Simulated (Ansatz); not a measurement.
# Cs on Ni(111): change of the work function, part 2 of 3

How does Cs on the fcc site change the work function of Ni(111) as the layer fills?

Ansatz 0.2.0; plane-wave DFT, PBE, Ansatz PAW.

So far, work function, upper face (eV): step 2 (the clean slab) 5.07.

## 3. Adsorbate added, k-mesh 4×4×1, coverage 0.111 ML

System of this step: Cs/Ni(111). The cell holds 37 atoms: 36 Ni and 1 Cs. Its edges and angles: a = 7.467 Å, b = 7.467 Å, c = 27.570 Å, α = 90.0°, β = 90.0°, γ = 60.0°. Vacuum lies along c.

The clean slab as it ended is repeated in the plane and the adsorbate is set on one face; the cell's size fixes the coverage, and the k-mesh shrinks with it to keep the sampling density about even. Adsorbate and upper layers relax, since the dipole depends on the height.

File input.yaml:

```yaml
crystal:
  lattice:
    - [7.4670476093, 0.0, 0.0]
    - [3.7335238046, 6.4666529209, 0.0]
    - [0.0, 0.0, 27.5703962742]
  atoms:
    - { symbol: Ni, position: [0.0, 0.0, 0.3264370925], spin: 0.7 }
    - { symbol: Ni, position: [0.1111111111, 0.1111111111, 0.4001492338], spin: 0.72 }
    - { symbol: Ni, position: [0.2222222222, 0.2222222222, 0.4736162347], spin: 0.72 }
    - { symbol: Ni, position: [0.0, 0.0, 0.5463456558], spin: 0.7 }
    - { symbol: Ni, position: [0.0, 0.3333333333, 0.3264370925], spin: 0.7 }
    - { symbol: Ni, position: [0.1111111111, 0.4444444444, 0.4001492338], spin: 0.72 }
    - { symbol: Ni, position: [0.2222222222, 0.5555555556, 0.4736162347], spin: 0.72 }
    - { symbol: Ni, position: [0.0, 0.3333333333, 0.5463456558], spin: 0.7 }
    - { symbol: Ni, position: [0.0, 0.6666666667, 0.3264370925], spin: 0.7 }
    - { symbol: Ni, position: [0.1111111111, 0.7777777778, 0.4001492338], spin: 0.72 }
    - { symbol: Ni, position: [0.2222222222, 0.8888888889, 0.4736162347], spin: 0.72 }
    - { symbol: Ni, position: [0.0, 0.6666666667, 0.5463456558], spin: 0.7 }
    - { symbol: Ni, position: [0.3333333333, 0.0, 0.3264370925], spin: 0.7 }
    - { symbol: Ni, position: [0.4444444444, 0.1111111111, 0.4001492338], spin: 0.72 }
    - { symbol: Ni, position: [0.5555555556, 0.2222222222, 0.4736162347], spin: 0.72 }
    - { symbol: Ni, position: [0.3333333333, 0.0, 0.5463456558], spin: 0.7 }
    - { symbol: Ni, position: [0.3333333333, 0.3333333333, 0.3264370925], spin: 0.7 }
    - { symbol: Ni, position: [0.4444444444, 0.4444444444, 0.4001492338], spin: 0.72 }
    - { symbol: Ni, position: [0.5555555556, 0.5555555556, 0.4736162347], spin: 0.72 }
    - { symbol: Ni, position: [0.3333333333, 0.3333333333, 0.5463456558], spin: 0.7 }
    - { symbol: Ni, position: [0.3333333333, 0.6666666667, 0.3264370925], spin: 0.7 }
    - { symbol: Ni, position: [0.4444444444, 0.7777777778, 0.4001492338], spin: 0.72 }
    - { symbol: Ni, position: [0.5555555556, 0.8888888889, 0.4736162347], spin: 0.72 }
    - { symbol: Ni, position: [0.3333333333, 0.6666666667, 0.5463456558], spin: 0.7 }
    - { symbol: Ni, position: [0.6666666667, 0.0, 0.3264370925], spin: 0.7 }
    - { symbol: Ni, position: [0.7777777778, 0.1111111111, 0.4001492338], spin: 0.72 }
    - { symbol: Ni, position: [0.8888888889, 0.2222222222, 0.4736162347], spin: 0.72 }
    - { symbol: Ni, position: [0.6666666667, 0.0, 0.5463456558], spin: 0.7 }
    - { symbol: Ni, position: [0.6666666667, 0.3333333333, 0.3264370925], spin: 0.7 }
    - { symbol: Ni, position: [0.7777777778, 0.4444444444, 0.4001492338], spin: 0.72 }
    - { symbol: Ni, position: [0.8888888889, 0.5555555556, 0.4736162347], spin: 0.72 }
    - { symbol: Ni, position: [0.6666666667, 0.3333333333, 0.5463456558], spin: 0.7 }
    - { symbol: Ni, position: [0.6666666667, 0.6666666667, 0.3264370925], spin: 0.7 }
    - { symbol: Ni, position: [0.7777777778, 0.7777777778, 0.4001492338], spin: 0.72 }
    - { symbol: Ni, position: [0.8888888889, 0.8888888889, 0.4736162347], spin: 0.72 }
    - { symbol: Ni, position: [0.6666666667, 0.6666666667, 0.5463456558], spin: 0.7 }
    - { symbol: Cs, position: [0.1111111111, 0.1111111111, 0.6735629075] }
magnetization:
  spin_polarized: true
kpoints:
  mp_grid: { grid: [4, 4, 1] }
hamiltonian:
  xc: pbe
scf:
  occupations: { method: fermi_dirac, width: 0.1 }
  convergence: { dr2_threshold: 1.0e-08 }
efield:
  axis: 3
  dipole_correction: true
  ramp_position: 0.97
  ramp_width: 0.06
relax:
  f_tol: 0.02
  max_steps: 60
  constraints:
    - { sites: [0, 1, 4, 5, 8, 9, 12, 13, 16, 17, 20, 21, 24, 25, 28, 29, 32, 33] }
output:
  write_potential: true
  write_density: true
  volumetric_format: npy
```

Started as:

```bash
$ ansatz run input.yaml --threads 4 --pin off --max-ram 16384MiB --backend cpu --events-out ev --progress --plain --runs-dir out
```

Numbers of over 12 decimals in the logs are rounded to 6 here.

The log of the run:

```text
[...]
Crystal: 37 atoms, lattice volume = 1331.286 Å³
Basis set: ecut = 420 eV, 26061 PW (Γ), exchange–correlation on 100×100×384 points (8 copies of the dense FFT grid, shifted against one another)
Bands: 410, of which v1, the nominal top of the filled ones, is band 329 counted from 1 (328 counted from 0)
Symmetry: 6 space group operations
k-points: 4 of 16 (time reversal used)
[...]
Starting moments: Σ|m| = 25.56 μB on 36 of 37 sites
[...]
SCF iter   1: F=—  HF=-215859.311734 eV  |F-HF|=—  |Δ(HF+E_count)|=         —  Δρ=2.62e-2 (↑1.04e-2 ↓2.62e-2)  dr2=3.30e1  dr2_m=2.27e0  M=26.898 μB ∫|m|=28.372 μB  β_m=1.00  ethr=3.10e-3  p=0.000 e·Å  D=2.74e-6 V/Å  ΔV_dip=-0.00 eV  dr2_dipole=1.60e0  V_vac-E_F(+/−)=7.21/7.21 eV  ⟨swp⟩=8.8  Hψ=16067  notcnv=0  defer=282
[...]
SCF iter  21: F=-215891.423719 eV  HF=-215891.423719 eV  |F-HF|=1.51e-9  |Δ(HF+E_count)|=  7.86e-10  Δρ=2.18e-7 (↑1.28e-7 ↓2.18e-7)  dr2=1.33e-9  dr2_m=7.88e-11  M=23.474 μB ∫|m|=27.176 μB  ethr=1.00e-12  p=1.011 e·Å  D=1.37e-1 V/Å  ΔV_dip=-3.79 eV  dr2_dipole=8.62e-12  V_vac-E_F(+/−)=1.29/5.08 eV  ⟨swp⟩=6.1  Hψ=18228  notcnv=0
SCF 1 converged in 21 iterations: F = -215891.423719 eV  dr2 = 1.33e-9
[...]
relax step   1: F+E_penalty+E_count = -215891.42371874 eV  Δ(F+E_penalty+E_count) = +0.000e0 eV  max|allowed force component| = 7.381e-1 eV/Å  Δτ_max = 0.0000 Å  (21 SCF iters, accepted)
[...]
SCF iter   1: F=—  HF=-215891.512966 eV  |F-HF|=—  |Δ(HF+E_count)|=         —  Δρ=3.90e-4 (↑3.41e-4 ↓3.90e-4)  dr2=1.21e-2  dr2_m=5.47e-4  M=23.452 μB ∫|m|=27.158 μB  β_m=1.00  ethr=1.09e-6  p=1.011 e·Å  D=1.37e-1 V/Å  ΔV_dip=-3.79 eV  dr2_dipole=3.29e-3  V_vac-E_F(+/−)=1.30/5.09 eV  ⟨swp⟩=3.0  Hψ=12594  notcnv=0  defer=315
[...]
eigensolver tolerance schedule calibrated: the retry pair's looser diagonalisation under-reported the residual by θ = 0.41 (0.12/decade); ethr = c·dr2/N_el runs at the constant in force after the calibration composes with the one it found (an armed cap, an earlier calibration), c = 7.1e-2
[...]
SCF iter   2: F=—  HF=-215891.512491 eV  |F-HF|=—  |Δ(HF+E_count)|=   4.75e-4  Δρ=2.03e-4 (↑2.03e-4 ↓1.91e-4)  dr2=2.46e-3  dr2_m=1.03e-5  M=23.447 μB ∫|m|=27.153 μB  β_m=0.38  ethr=1.09e-6  p=1.011 e·Å  D=1.37e-1 V/Å  ΔV_dip=-3.79 eV  dr2_dipole=2.99e-4  V_vac-E_F(+/−)=1.30/5.08 eV  ⟨swp⟩=2.0  Hψ=4687  notcnv=0  defer=321
[...]
SCF iter  12: F=-215891.512875 eV  HF=-215891.512875 eV  |F-HF|=9.40e-9  |Δ(HF+E_count)|=  4.07e-10  Δρ=4.56e-7 (↑7.12e-8 ↓4.56e-7)  dr2=8.52e-9  dr2_m=6.18e-10  M=23.447 μB ∫|m|=27.149 μB  ethr=1.00e-12  p=1.023 e·Å  D=1.39e-1 V/Å  ΔV_dip=-3.83 eV  dr2_dipole=1.99e-9  V_vac-E_F(+/−)=1.25/5.08 eV  ⟨swp⟩=6.0  Hψ=19275  notcnv=0
SCF 2 converged in 12 iterations: F = -215891.512875 eV  dr2 = 8.52e-9
[...]
relax step   2: F+E_penalty+E_count = -215891.51287538 eV  Δ(F+E_penalty+E_count) = -8.916e-2 eV  max|allowed force component| = 6.561e-1 eV/Å  Δτ_max = 0.1253 Å  (12 SCF iters, accepted)
SCF iter   1: F=—  HF=-215891.629041 eV  |F-HF|=—  |Δ(HF+E_count)|=         —  Δρ=8.63e-4 (↑6.61e-4 ↓8.63e-4)  dr2=8.42e-2  dr2_m=3.00e-3  M=23.403 μB ∫|m|=27.113 μB  β_m=1.00  ethr=4.60e-5  p=1.023 e·Å  D=1.39e-1 V/Å  ΔV_dip=-3.83 eV  dr2_dipole=3.33e-2  V_vac-E_F(+/−)=1.26/5.10 eV  ⟨swp⟩=7.5  Hψ=10150  notcnv=0  defer=290
[...]
SCF iter  14: F=-215891.623893 eV  HF=-215891.623893 eV  |F-HF|=1.98e-9  |Δ(HF+E_count)|=   2.24e-9  Δρ=4.28e-7 (↑2.11e-7 ↓4.28e-7)  dr2=4.20e-9  dr2_m=2.84e-10  M=23.399 μB ∫|m|=27.106 μB  ethr=1.00e-12  p=0.991 e·Å  D=1.35e-1 V/Å  ΔV_dip=-3.71 eV  dr2_dipole=2.04e-10  V_vac-E_F(+/−)=1.37/5.08 eV  ⟨swp⟩=6.0  Hψ=19948  notcnv=0
SCF 3 converged in 14 iterations: F = -215891.623893 eV  dr2 = 4.20e-9
relax step   3: F+E_penalty+E_count = -215891.62389334 eV  Δ(F+E_penalty+E_count) = -1.110e-1 eV  max|allowed force component| = 3.913e-1 eV/Å  Δτ_max = 0.1965 Å  (14 SCF iters, accepted)
[...]
relax step   4: F+E_penalty+E_count = -215891.66474375 eV  Δ(F+E_penalty+E_count) = -4.085e-2 eV  max|allowed force component| = 5.965e-2 eV/Å  Δτ_max = 0.1944 Å  (15 SCF iters, accepted)
[...]
relax step   5: F+E_penalty+E_count = -215891.66313690 eV  Δ(F+E_penalty+E_count) = +1.607e-3 eV  max|allowed force component| = 8.055e-2 eV/Å  Δτ_max = 0.0356 Å  (15 SCF iters, rejected (line search))
SCF iter   1: F=—  HF=-215891.666360 eV  |F-HF|=—  |Δ(HF+E_count)|=         —  Δρ=5.25e-4 (↑3.13e-4 ↓5.25e-4)  dr2=7.06e-3  dr2_m=7.38e-4  M=23.328 μB ∫|m|=27.025 μB  β_m=1.00  ethr=1.69e-5  p=0.915 e·Å  D=1.24e-1 V/Å  ΔV_dip=-3.43 eV  dr2_dipole=5.98e-4  V_vac-E_F(+/−)=1.65/5.08 eV  ⟨swp⟩=3.4  Hψ=6348  notcnv=0  defer=361
[...]
SCF iter  13: F=-215891.666155 eV  HF=-215891.666155 eV  |F-HF|=6.72e-9  |Δ(HF+E_count)|=   1.25e-9  Δρ=6.06e-7 (↑9.88e-8 ↓6.06e-7)  dr2=7.42e-9  dr2_m=1.35e-9  M=23.341 μB ∫|m|=27.041 μB  ethr=1.00e-12  p=0.920 e·Å  D=1.25e-1 V/Å  ΔV_dip=-3.45 eV  dr2_dipole=9.98e-10  V_vac-E_F(+/−)=1.63/5.08 eV  ⟨swp⟩=6.1  Hψ=19574  notcnv=0
SCF 6 converged in 13 iterations: F = -215891.666155 eV  dr2 = 7.42e-9
relax step   6: F+E_penalty+E_count = -215891.66615512 eV  Δ(F+E_penalty+E_count) = -1.411e-3 eV  max|allowed force component| = 4.013e-3 eV/Å  Δτ_max = 0.0142 Å  (13 SCF iters, accepted)
NSCF: frozen V_eff on 4 k-points
[...]
SCF converged after 13 iterations
Magnetization: 23.3409 μB (340.1704 up, 316.8296 down)
Absolute magnetization: 27.0685 μB (∫|ρ↑−ρ↓|, with the PAW one-centre terms)
[...]
Per-site moments (μB) at R_I (Å): [(0.701931, 1.026719), (0.715147, 1.023164), (0.699135, 1.014274), (0.605817, 1.010949), (0.701931, 1.026719), (0.714507, 1.021936), (0.707655, 1.020883), (0.605817, 1.010949), (0.701465, 1.026719), (0.714507, 1.021936), (0.699135, 1.014274), (0.673794, 1.021496), (0.701931, 1.026719), (0.714507, 1.021936), (0.707655, 1.020883), (0.605817, 1.010949), (0.700412, 1.026719), (0.714883,  [...]
Free energy (F): -215891.666155 eV
[...]
Internal energy: -215889.547359 eV  (E = F + TS)
E sigma→0 (E₀):  -215890.606757 eV
Entropy (-TS):   -2.118796 eV (-57.265 meV/atom)
Fermi energy:    3.399231 eV
Dipole field:    D = 0.125006 V/Å  (p = 0.919685 e·Å, saw-weighted, corrected)
Work function:   Φ+ = 1.6338 eV   Φ− = 5.0803 eV
[...]
--- Forces (eV/Å), atoms counted from 1 ---
  atom   1  Ni     0.00085271     0.00049231     0.14984191
  atom   2  Ni    -0.00000000     0.00000000    -0.16040058
  atom   3  Ni    -0.00143298    -0.00082733     0.00018886
  atom   4  Ni     0.00058860     0.00033983    -0.00271705
  atom   5  Ni     0.00000000    -0.00098463     0.14984191
  atom   6  Ni     0.00983621     0.01861934    -0.15048375
  atom   7  Ni     0.00008958    -0.00005172     0.00004337
  atom   8  Ni     0.00000000    -0.00067966    -0.00271705
  atom   9  Ni    -0.00207609     0.00119863     0.14683823
  atom  10  Ni    -0.01120671    -0.01782808    -0.15048375
  atom  11  Ni    -0.00000000     0.00165466     0.00018886
  atom  12  Ni    -0.00051732     0.00029868     0.00168242
  atom  13  Ni    -0.00085271     0.00049231     0.14984191
  atom  14  Ni     0.02104292    -0.00079126    -0.15048375
  atom  15  Ni    -0.00000000     0.00010343     0.00004337
  atom  16  Ni    -0.00058860     0.00033983    -0.00271705
  atom  17  Ni     0.00000660     0.00000381     0.15016124
  atom  18  Ni     0.00000000     0.00000000    -0.10062878
  atom  19  Ni    -0.00008958    -0.00005172     0.00004337
  atom  20  Ni    -0.00032678    -0.00018867     0.00087563
  atom  21  Ni     0.00000000    -0.00000762     0.15016124
  atom  22  Ni     0.01120671    -0.01782808    -0.15048375
  atom  23  Ni     0.00017452    -0.00010076    -0.00234338
  atom  24  Ni    -0.00000000     0.00037734     0.00087563
  atom  25  Ni     0.00000000    -0.00239726     0.14683823
  atom  26  Ni    -0.02104292    -0.00079126    -0.15048375
  atom  27  Ni     0.00143298    -0.00082733     0.00018886
  atom  28  Ni     0.00000000    -0.00059735     0.00168242
  atom  29  Ni    -0.00000660     0.00000381     0.15016124
  atom  30  Ni    -0.00983621     0.01861934    -0.15048375
  atom  31  Ni    -0.00000000     0.00020152    -0.00234338
  atom  32  Ni     0.00032678    -0.00018867     0.00087563
  atom  33  Ni     0.00207609     0.00119863     0.14683823
  atom  34  Ni    -0.00000000     0.00000000    -0.17386457
  atom  35  Ni    -0.00017452    -0.00010076    -0.00234338
  atom  36  Ni     0.00051732     0.00029868     0.00168242
  atom  37  Cs     0.00000000    -0.00000000     0.00401268
  max |Σ_I F_I| component: 7.01e-5 eV/Å
--- Band table (eV; the first three rows and the last of 8) ---
  k-point 0 ↑: bands = [... 325 lower, 2.6285, 2.6297, 2.6297, 2.6306, 2.6306, 2.6477, 2.6533, 2.6533, ... 77 higher]
  k-point 1 ↑: bands = [... 325 lower, 2.7164, 2.7308, 2.7308, 2.7686, 2.7687, 2.7805, 2.7855, 2.7933, ... 77 higher]
  k-point 2 ↑: bands = [... 325 lower, 2.7767, 2.7773, 2.7784, 2.7845, 2.7912, 2.7989, 2.8412, 2.8586, ... 77 higher]
  k-point 3 ↓: bands = [... 325 lower, 3.5394, 3.6016, 3.6213, 3.6236, 3.6409, 3.6422, 3.6743, 3.7323, ... 77 higher]
--- Relaxed structure (6 steps of the walk, 5 accepted, 0 SCFs on fresh bases) ---
  F+E_penalty+E_count = -215891.66615512 eV   max|allowed force component| = 4.013e-3 eV/Å
  atoms:
    - { symbol: Ni, position: [1.1111113280699722e-11, 1.1111113280699722e-11, 0.326437] }
    - { symbol: Ni, position: [0.111111, 0.111111, 0.400149] }
    - { symbol: Ni, position: [0.222487, 0.222487, 0.473390] }
    - { symbol: Ni, position: [-0.000465599, -0.000465599, 0.545634] }
    - { symbol: Ni, position: [1.1111112030448567e-11, 0.333333, 0.326437] }
    - { symbol: Ni, position: [0.111111, 0.444444, 0.400149] }
    - { symbol: Ni, position: [0.222135, 0.555599, 0.473976] }
    - { symbol: Ni, position: [-0.000465599, 0.334265, 0.545634] }
    - { symbol: Ni, position: [-2.2222224060897133e-11, 0.666667, 0.326437] }
    - { symbol: Ni, position: [0.111111, 0.777778, 0.400149] }
    - { symbol: Ni, position: [0.222487, 0.888359, 0.473390] }
    - { symbol: Ni, position: [-6.601890029900304e-5, 0.666700, 0.547129] }
    - { symbol: Ni, position: [0.333333, 1.111111328069972e-11, 0.326437] }
    - { symbol: Ni, position: [0.444444, 0.111111, 0.400149] }
    - { symbol: Ni, position: [0.555599, 0.222135, 0.473976] }
    - { symbol: Ni, position: [0.334265, -0.000465599, 0.545634] }
    - { symbol: Ni, position: [0.333333, 0.333333, 0.326437] }
    - { symbol: Ni, position: [0.444444, 0.444444, 0.400149] }
    - { symbol: Ni, position: [0.555599, 0.555599, 0.473976] }
    - { symbol: Ni, position: [0.333177, 0.333177, 0.547026] }
    - { symbol: Ni, position: [0.333333, 0.666667, 0.326437] }
    - { symbol: Ni, position: [0.444444, 0.777778, 0.400149] }
    - { symbol: Ni, position: [0.556425, 0.888454, 0.473616] }
    - { symbol: Ni, position: [0.333177, 0.666979, 0.547026] }
    - { symbol: Ni, position: [0.666667, -2.2222204306928902e-11, 0.326437] }
    - { symbol: Ni, position: [0.777778, 0.111111, 0.400149] }
    - { symbol: Ni, position: [0.888359, 0.222487, 0.473390] }
    - { symbol: Ni, position: [0.666700, -6.60189002989887e-5, 0.547129] }
    - { symbol: Ni, position: [0.666667, 0.333333, 0.326437] }
    - { symbol: Ni, position: [0.777778, 0.444444, 0.400149] }
    - { symbol: Ni, position: [0.888454, 0.556425, 0.473616] }
    - { symbol: Ni, position: [0.666979, 0.333177, 0.547026] }
    - { symbol: Ni, position: [0.666667, 0.666667, 0.326437] }
    - { symbol: Ni, position: [0.777778, 0.777778, 0.400149] }
    - { symbol: Ni, position: [0.888454, 0.888454, 0.473616] }
    - { symbol: Ni, position: [0.666700, 0.666700, 0.547129] }
    - { symbol: Cs, position: [0.111111, 0.111111, 0.654384] }
```

The job ended after 41 min (4 threads of Arm Neoverse V1, shared host; peak memory 10 GiB; 2.6 h of CPU time).

Relaxation path:

```csv
step,energy less that of the first step (eV),largest force component (eV/Å)
1,0.0000,0.7381
2,-0.0892,0.6561
3,-0.2002,0.3913
4,-0.2410,0.0596
5,-0.2394,0.0805
6,-0.2424,0.0040
```

Relaxation step 5 was tried and not accepted.

Forces are held to the 6 operations that the run works with; a distortion that breaks them can't arise in this run.

The atoms that moved most (Å):

```csv
atom,dx,dy,dz,length
Cs37,0.000,0.000,-0.529,0.529
Ni36,0.000,0.000,0.022,0.022
Ni12,0.000,0.000,0.022,0.022
Ni28,0.000,0.000,0.022,0.022
Ni16,0.005,-0.003,-0.020,0.021
Ni4,-0.005,-0.003,-0.020,0.021
Ni8,0.000,0.006,-0.020,0.021
Ni32,0.002,-0.001,0.019,0.019
```

Final coordinates:

```cif
data_structure
_symmetry_space_group_name_H-M 'P 1'
_symmetry_Int_Tables_number 1
_cell_length_a 7.4670
_cell_length_b 7.4670
_cell_length_c 27.5704
_cell_angle_alpha 90.000
_cell_angle_beta 90.000
_cell_angle_gamma 60.000
_cell_volume 1331.29
loop_
_atom_site_label
_atom_site_type_symbol
_atom_site_fract_x
_atom_site_fract_y
_atom_site_fract_z
_atom_site_occupancy
Ni1 Ni 0.00000 0.00000 0.32644 1
Ni2 Ni 0.11111 0.11111 0.40015 1
Ni3 Ni 0.22249 0.22249 0.47339 1
Ni4 Ni 0.99953 0.99953 0.54563 1
Ni5 Ni 0.00000 0.33333 0.32644 1
Ni6 Ni 0.11111 0.44444 0.40015 1
Ni7 Ni 0.22214 0.55560 0.47398 1
Ni8 Ni 0.99953 0.33426 0.54563 1
Ni9 Ni 0.00000 0.66667 0.32644 1
Ni10 Ni 0.11111 0.77778 0.40015 1
Ni11 Ni 0.22249 0.88836 0.47339 1
Ni12 Ni 0.99993 0.66670 0.54713 1
Ni13 Ni 0.33333 0.00000 0.32644 1
Ni14 Ni 0.44444 0.11111 0.40015 1
Ni15 Ni 0.55560 0.22214 0.47398 1
Ni16 Ni 0.33426 0.99953 0.54563 1
Ni17 Ni 0.33333 0.33333 0.32644 1
Ni18 Ni 0.44444 0.44444 0.40015 1
Ni19 Ni 0.55560 0.55560 0.47398 1
Ni20 Ni 0.33318 0.33318 0.54703 1
Ni21 Ni 0.33333 0.66667 0.32644 1
Ni22 Ni 0.44444 0.77778 0.40015 1
Ni23 Ni 0.55643 0.88845 0.47362 1
Ni24 Ni 0.33318 0.66698 0.54703 1
Ni25 Ni 0.66667 0.00000 0.32644 1
Ni26 Ni 0.77778 0.11111 0.40015 1
Ni27 Ni 0.88836 0.22249 0.47339 1
Ni28 Ni 0.66670 0.99993 0.54713 1
Ni29 Ni 0.66667 0.33333 0.32644 1
Ni30 Ni 0.77778 0.44444 0.40015 1
Ni31 Ni 0.88845 0.55643 0.47362 1
Ni32 Ni 0.66698 0.33318 0.54703 1
Ni33 Ni 0.66667 0.66667 0.32644 1
Ni34 Ni 0.77778 0.77778 0.40015 1
Ni35 Ni 0.88845 0.88845 0.47362 1
Ni36 Ni 0.66670 0.66670 0.54713 1
Cs37 Cs 0.11111 0.11111 0.65438 1
```

This step gave:

| Quantity | Value |
| --- | --- |
| energy at zero smearing | -215890.6068 eV |
| total moment | 23.34 μB |
| work function, upper face | 1.634 eV |
| work function, lower face | 5.080 eV |
| dipole along the normal | 0.9197 e·Å |
| step between the vacuum levels | -3.446 eV |

Running mean over 2.032 Å of the planar mean; the ramp of the sawtooth is left out. Electron's electrostatic potential energy less the Fermi level against z:

```csv
z (Å),electron's electrostatic potential energy less the Fermi level (eV)
4,5.08
5,5.08
6,5.03
7,4.39
8,-3.19
9,-10.0
10,-10.3
11,-10.4
12,-10.5
13,-10.4
14,-10.6
15,-10.1
16,-4.45
17,1.84
18,0.457
19,0.614
20,1.45
21,1.61
22,1.63
23,1.63
24,1.63
```

Site moment by element, in μB:

```csv
element,atoms,mean,spread (r.m.s.),least,largest
Ni,36,0.692,0.030,0.606,0.718
Cs,1,-0.009,0.000,-0.009,-0.009
```

The atoms farthest from the mean of their element:

```csv
atom,"x, y, z (Å)",site moment (μB)
Ni8,"1.24, 2.16, 15.04",0.606
Ni16,"2.49, 0.00, 15.04",0.606
Ni4,"-0.01, 0.00, 15.04",0.606
Ni20,"3.73, 2.15, 15.08",0.666
Ni32,"6.22, 2.15, 15.08",0.666
Ni24,"4.98, 4.31, 15.08",0.666
Ni34,"8.71, 5.03, 11.03",0.718
Ni2,"1.24, 0.72, 11.03",0.715
```

The relaxation took 6 steps and lowered the energy by 0.24 eV; the largest force on the free atoms ends at 0.0040 eV/Å.

The covered face has 1.63 eV, -3.44 eV against the clean one; the bare back face has moved by -0.00 eV, a measure of how thin the slab is.

[end of part 2 of 3]

[Logs are printed without paths, hosts, clocks, repeated set-up lines and the standing remarks that a program may print on its own settings, such as how far it seeks lower states.]

[Hosts, paths, dates, database ids (printed as entryN), source tags and the programs' standing remarks are cut or masked in the printed files.]

[Maps of the electrostatic potential energy from Ansatz leave out the sawtooth potential of an applied field or a dipole correction, so their vacuum need not be flat; planar profiles and work functions include it.]
